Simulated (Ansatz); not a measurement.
## Be (P6_3/mmc): Drude plasma energy along x against volume

The cell of Be (P6_3/mmc) is scaled evenly and the response computed anew at each volume, on one mesh. x, y and z are the Cartesian axes of the input cell.

Symmetry: P6_3/mmc, No. 194, hexagonal system. The conventional cell has a = 2.285 Å, b = 2.285 Å, c = 3.584 Å, α = 90.00°, β = 90.00°, γ = 120.00°. Be on site c has 12 Be at 2.23 to 2.29 Å as nearest neighbours.

Method: Ansatz 0.2.0, LDA, independent particles, k-mesh 21×21×11 with interpolation inside its cells, Gaussian parameter 0.1 eV.

Launch of the response step: `ansatz run input.yaml --threads 4 --pin off --max-ram 8192MiB --backend cpu --events-out ev --progress --plain --runs-dir out`. The series took 4.0 min in all, on 4 threads of Intel(R) Xeon(R) Processor @ 2.70GHz, with other jobs on the host.

| V/V₀ | V (Å³, primitive cell) | Drude plasma energy along x (eV) |
| --- | --- | --- |
| 0.94 | 15.24 | 6.201 |
| 0.96 | 15.56 | 6.146 |
| 0.98 | 15.89 | 6.093 |
| 1.00 | 16.21 | 6.041 |
| 1.02 | 16.54 | ? |
| 1.04 | 16.86 | 5.942 |
| 1.06 | 17.18 | 5.894 |

For small changes the quantity should be close to linear in ln V.

Working, on the rows shown:

| x = ln(V/V₀) | y = Drude plasma energy along x |
| --- | --- |
| -0.0618754 | 6.201 |
| -0.040822 | 6.146 |
| -0.0202027 | 6.093 |
| 0 | 6.041 |
| 0.0392207 | 5.942 |
| 0.0582689 | 5.894 |

Means: x̄ = -0.0042351, ȳ = 6.0528. Σ(x − x̄)(y − ȳ) = -0.02738, Σ(x − x̄)² = 0.01073. Slope = -0.02738 / 0.01073 = -2.552; intercept = ȳ − slope · x̄ = 6.042. The line misses the rows shown by at most 0.001 eV.

Problem. Fill in the last column of the withheld row.

Solution. At x = 0.019803 the line gives y = 5.9915 eV. The run gave 5.991 eV, so the interpolation holds to the digits printed.

Between the rows on either side of x = 0 the slope is (5.991 − 6.093) / (0.019803 − (-0.020203)) = -2.55. So d ln ωp/d ln V = -0.42; free electrons would give −0.50. The values come from a sum over the points of one k-mesh and carry its error, which is largest for Fermi-surface quantities.
